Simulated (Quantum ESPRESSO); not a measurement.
# Calculated records

```
Magnetic state of LaSi2Ru3 from several starts
1.0
     5.67600    0.00000    0.00000
    -2.83800    4.91556    0.00000
     0.00000    0.00000    7.12000
La Si Ru
2 4 6
Direct
  0.00000 0.00000 0.00000
  0.00000 0.00000 0.50000
  0.33333 0.66667 0.00000
  0.66667 0.33333 0.50000
  0.66667 0.33333 0.00000
  0.33333 0.66667 0.50000
  0.48000 0.99000 0.25000
  0.49000 0.48000 0.75000
  0.01000 0.49000 0.25000
  0.52000 0.01000 0.75000
  0.51000 0.52000 0.25000
  0.99000 0.51000 0.75000
# method: LDA; plane waves with GBRV 1.5 LDA potentials, no spin-orbit coupling (and 1 further level or step)
# program: Quantum ESPRESSO 7.5
# settings of one run: GBRV 1.5 LDA, cutoff 544.23 eV, 6×6×6 k-mesh, 89 bands, fermi-dirac occupations, smearing width 0.1 eV, collinear spin, SCF threshold 2.40e-8, mesh matched on, starting moments 0 0 0 0 0 0 1.5 1.5 1.5 1.5 1.5 1.5 μB
# cost: 3 runs, 44 min in all on 4 MPI ranks of Arm Neoverse V2, shared host (the runs of this entry)
# lowest state found: non-magnetic (from ferro ++++++, antiferro +++--- and antiferro ++-+--)
# largest site moment: 0 μB
```

[Logs and program files are shortened in this print: banners, set-up blocks, solver, clock and traceback lines can be left out without a mark of their own.]

[Logs are printed without paths, hosts, clocks, repeated set-up lines and the standing remarks that a program may print on its own settings, such as how far it seeks lower states.]

[Hosts, paths, dates, database ids (printed as entryN), source tags and the programs' standing remarks are cut or masked in the printed files.]

[Where a cell is said to come from a database of computed structures, the database is the Materials Project.]
